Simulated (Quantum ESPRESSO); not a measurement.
## NaI (Fm-3m): how pressure shifts the optical phonon

Wanted: a fit of frequency against volume for NaI (Fm-3m), tested on a run that is left out of it.

Main program and level: Quantum ESPRESSO 7.5; DFT LDA, scalar-relativistic, plane waves, PseudoDojo norm-conserving pseudopotentials.

## (1) The relaxed structure

Symmetry: Fm-3m, No. 225, cubic system. Conventional cell: a = 6.263 Å, b = 6.263 Å, c = 6.263 Å, α = 90.00°, β = 90.00°, γ = 90.00°. Na has 6 I at 3.13 Å nearest. Nearest to I lie 6 Na at 3.13 Å. Farther neighbours and most contacts between anions are not listed.

As a file:

```cif
data_structure
_symmetry_space_group_name_H-M 'P 1'
_symmetry_Int_Tables_number 1
_cell_length_a 4.4285
_cell_length_b 4.4285
_cell_length_c 4.4285
_cell_angle_alpha 60.000
_cell_angle_beta 60.000
_cell_angle_gamma 60.000
_cell_volume 61.41
loop_
_atom_site_label
_atom_site_type_symbol
_atom_site_fract_x
_atom_site_fract_y
_atom_site_fract_z
_atom_site_occupancy
Na1 Na 0.00000 0.00000 0.00000 1
I2 I 0.50000 0.50000 0.50000 1
```

This is the cell after its relaxation at this level of theory, not the database cell from which that began.

## (2) Runs at several volumes

The relaxed cell is scaled uniformly; in this structure symmetry fixes all atoms, so nothing has to be relaxed anew. Each volume gets a ground state and a response at Γ. The mode followed is the highest one without the macroscopic field, of symmetry T1u; longitudinal polar modes lie higher. Cutoff 97 Ry, k mesh 8×8×8.

From the response at V/V₀ = 0.97:

Output:

```text
[banners, grids, parts of the stress and lines that vanish by symmetry left out]
Program PHONON v.7.5
     Reading xml data from directory:

[...]
Exchange-correlation= PW
                           (   1   4   0   0   0   0   0)
[...]
kinetic-energy cut-off    =      97.0000  Ry
     charge density cut-off    =     388.0000  Ry
     convergence threshold     =      1.0E-18
[...]
Exchange-correlation= PW
                           (   1   4   0   0   0   0   0)
[...]
q = (   0.0000000   0.0000000   0.0000000 )
     49 Sym.Ops. (with q -> -q+G )
     G cutoff = 1348.9659  (  51733 G-vectors)     FFT grid: ( 54, 54, 54)
     number of k points=    29
[...]
Mode symmetry, O_h (m-3m)  point group:
[...]
Dielectric constant
[...]
End of electric fields calculation
          Dielectric constant in cartesian axis
          (       3.698432825       0.000000000       0.000000000 )
          (       0.000000000       3.698432825      -0.000000000 )
          (       0.000000000      -0.000000000       3.698432825 )
          Effective charges (d Force / dE) in cartesian axis without acoustic sum rule applied (asr)
           atom    1  Na    Mean Z*:        1.15323
      Ex  (        1.15323        0.00000       -0.00000 )
      Ey  (        0.00000        1.15323        0.00000 )
      Ez  (        0.00000        0.00000        1.15323 )
           atom    2  I     Mean Z*:       -1.15533
      Ex  (       -1.15533       -0.00000       -0.00000 )
      Ey  (       -0.00000       -1.15533        0.00000 )
      Ez  (       -0.00000       -0.00000       -1.15533 )
          Effective charges Sum: Mean:       -0.00210
[...]
Effective charges (d Force / dE) in cartesian axis with asr applied:
           atom    1  Na    Mean Z*:        1.15428
[...]
atom    2  I     Mean Z*:       -1.15428
[...]
Representation #   1 modes #   1   2   3
[...]
End of self-consistent calculation
     Convergence has been achieved
     Representation #   2 modes #   4   5   6
[...]
End of self-consistent calculation
     Convergence has been achieved
[...]
Dielectric constant in cartesian axis
          (       3.698432825       0.000000000       0.000000000 )
          (       0.000000000       3.698432825      -0.000000000 )
          (       0.000000000      -0.000000000       3.698432825 )
          Effective charges (d Force / dE) in cartesian axis without acoustic sum rule applied (asr)
           atom    1  Na    Mean Z*:        1.15323
      Ex  (        1.15323        0.00000       -0.00000 )
      Ey  (        0.00000        1.15323        0.00000 )
      Ez  (        0.00000        0.00000        1.15323 )
           atom    2  I     Mean Z*:       -1.15533
      Ex  (       -1.15533       -0.00000       -0.00000 )
      Ey  (       -0.00000       -1.15533        0.00000 )
      Ez  (       -0.00000       -0.00000       -1.15533 )
          Effective charges Sum: Mean:       -0.00210
[...]
Effective charges (d Force / dE) in cartesian axis with asr applied:
           atom    1  Na    Mean Z*:        1.15428
[...]
atom    2  I     Mean Z*:       -1.15428
[...]
q = (    0.000000000   0.000000000   0.000000000 )
[...]
freq (    1) =       0.061956 [THz] =       2.066638 [cm-1]
     freq (    2) =       0.061956 [THz] =       2.066638 [cm-1]
     freq (    3) =       0.061956 [THz] =       2.066638 [cm-1]
     freq (    4) =       4.215362 [THz] =     140.609352 [cm-1]
     freq (    5) =       4.215362 [THz] =     140.609352 [cm-1]
     freq (    6) =       4.215362 [THz] =     140.609352 [cm-1]
[...]
Mode symmetry, O_h (m-3m)  point group:
     freq (   1-   3) =          2.1  [cm-1]   --> T_1u G_15  G_4- I
     freq (   4-   6) =        140.6  [cm-1]   --> T_1u G_15  G_4- I

   JOB DONE.
```

One volume, V/V₀ = 1, is held back as a test.

| V/V₀ | volume (Å³/atom) | pressure (GPa) | ω (cm⁻¹) |
| --- | --- | --- | --- |
| 0.97 | 29.786 | 0.67 | 140.61 |
| 1 | 30.707 | -0.01 | held back |
| 1.03 | 31.628 | -0.57 | 120.51 |

## (3) The fit

The mode Grüneisen parameter is γ = −d ln ω / d ln V.

| ln(V/V₀) | ln ω |
| --- | --- |
| -0.0305 | 4.9460 |
| 0.0296 | 4.7917 |

A straight line through these points has the slope -2.570, so γ = 2.57; at V/V₀ = 1 it predicts ω = exp(4.8677 + 0.0000) = 130.02 cm⁻¹.

A parabola of pressure against ln V through V/V₀ = 0.97, 1 and 1.03 gives the bulk modulus B = −dP/d ln V = 20.7 GPa at V₀. With ω₀ from the fitted line the pressure coefficient follows as dω/dP = γ ω₀ / B = 2.57 × 130.0 / 20.7 = 16.1 cm⁻¹/GPa.

## (4) The run that was held back

Output:

```text
[banners, grids, parts of the stress and lines that vanish by symmetry left out]
[banner, memory and clock lines left out]
Program PHONON v.7.5

[...]
Exchange-correlation= PW
                           (   1   4   0   0   0   0   0)
[...]
(   8 q-points):
[...]
kinetic-energy cut-off    =      97.0000  Ry
     charge density cut-off    =     388.0000  Ry
     convergence threshold     =      1.0E-18
[...]
Exchange-correlation= PW
                           (   1   4   0   0   0   0   0)
[...]
q = (   0.0000000   0.0000000   0.0000000 )
     49 Sym.Ops. (with q -> -q+G )
     G cutoff = 1376.6382  (  53497 G-vectors)     FFT grid: ( 54, 54, 54)
     number of k points=    29
[...]
Mode symmetry, O_h (m-3m)  point group:
[...]
Dielectric constant
[...]
End of electric fields calculation
          Dielectric constant in cartesian axis
          (       3.642111180      -0.000000000      -0.000000000 )
          (      -0.000000000       3.642111180       0.000000000 )
          (      -0.000000000       0.000000000       3.642111180 )
          Effective charges (d Force / dE) in cartesian axis without acoustic sum rule applied (asr)
           atom    1  Na    Mean Z*:        1.16740
      Ex  (        1.16740       -0.00000        0.00000 )
      Ey  (       -0.00000        1.16740        0.00000 )
      Ez  (       -0.00000        0.00000        1.16740 )
           atom    2  I     Mean Z*:       -1.16940
      Ex  (       -1.16940       -0.00000       -0.00000 )
      Ey  (        0.00000       -1.16940        0.00000 )
[...]
Convergence has been achieved
[...]
Convergence has been achieved
[...]
Convergence has been achieved
[...]
q = (    0.000000000  -1.000000000   0.000000000 )
[...]
freq (    5) =       4.042011 [THz] =     134.826974 [cm-1]
     freq (    6) =       4.234355 [THz] =     141.242885 [cm-1]
[...]
Mode symmetry, D_4h(4/mmm) point group:
     freq (   1-   2) =         36.9  [cm-1]   --> E_u  X_5' M_5'
     freq (   3-   3) =         56.6  [cm-1]   --> A_2u X_4' M_4'
     freq (   4-   5) =        134.8  [cm-1]   --> E_u  X_5' M_5'
     freq (   6-   6) =        141.2  [cm-1]   --> A_2u X_4' M_4'
[...]
Mode symmetry, D_2d (-42m) point group:
[...]
Representation #   1 mode #   1
[...]
Convergence has been achieved
     Representation #   2 mode #   2
[...]
Convergence has been achieved
     Representation #   3 modes #   3   4
[...]
End of self-consistent calculation
     Convergence has been achieved
     Representation #   4 modes #   5   6
[...]
End of self-consistent calculation
     Convergence has been achieved
[...]
q = (   -0.500000000  -1.000000000   0.000000000 )
[...]
freq (    1) =       1.510875 [THz] =      50.397358 [cm-1]
     freq (    2) =       1.510875 [THz] =      50.397358 [cm-1]
     freq (    3) =       1.999972 [THz] =      66.711900 [cm-1]
     freq (    4) =       4.105213 [THz] =     136.935180 [cm-1]
     freq (    5) =       4.151278 [THz] =     138.471739 [cm-1]
     freq (    6) =       4.151278 [THz] =     138.471739 [cm-1]
[...]
Mode symmetry, D_2d (-42m) point group:
     freq (   1-   2) =         50.4  [cm-1]   --> E    X_5  W_3
     freq (   3-   3) =         66.7  [cm-1]   --> A_1  X_1  W_1
     freq (   4-   4) =        136.9  [cm-1]   --> B_2  X_3  W_2
     freq (   5-   6) =        138.5  [cm-1]   --> E    X_5  W_3
```

It gives 130.33 cm⁻¹ against the predicted 130.02 cm⁻¹, a miss of 0.3 cm⁻¹.

## (5) What came out

- mode Grüneisen parameter: 2.570
- bulk modulus: 20.7 GPa
- pressure coefficient: 16.1 cm⁻¹/GPa

The highest optical mode of NaI (Fm-3m) without the LO-TO term stiffens by 16.1 cm⁻¹ a GPa near the relaxed volume, with γ = 2.57. The power law meets all 3 runs within 0.24 %; between neighbouring volumes γ runs from 2.49 to 2.65. Such a coefficient turns a measured shift of this mode into a hydrostatic stress; uniaxial or biaxial stress splits the mode and needs deformation potentials. These are harmonic values at zero temperature for the structure held cubic, which a run at Γ can't show to be stable; the bulk modulus rests on three points.

[Host names and launcher messages were left out of these logs when they were recorded.]

[Logs are printed without paths, hosts, clocks, repeated set-up lines and the standing remarks that a program may print on its own settings, such as how far it seeks lower states.]

[Hosts, paths, dates, database ids (printed as entryN), source tags and the programs' standing remarks are cut or masked in the printed files.]
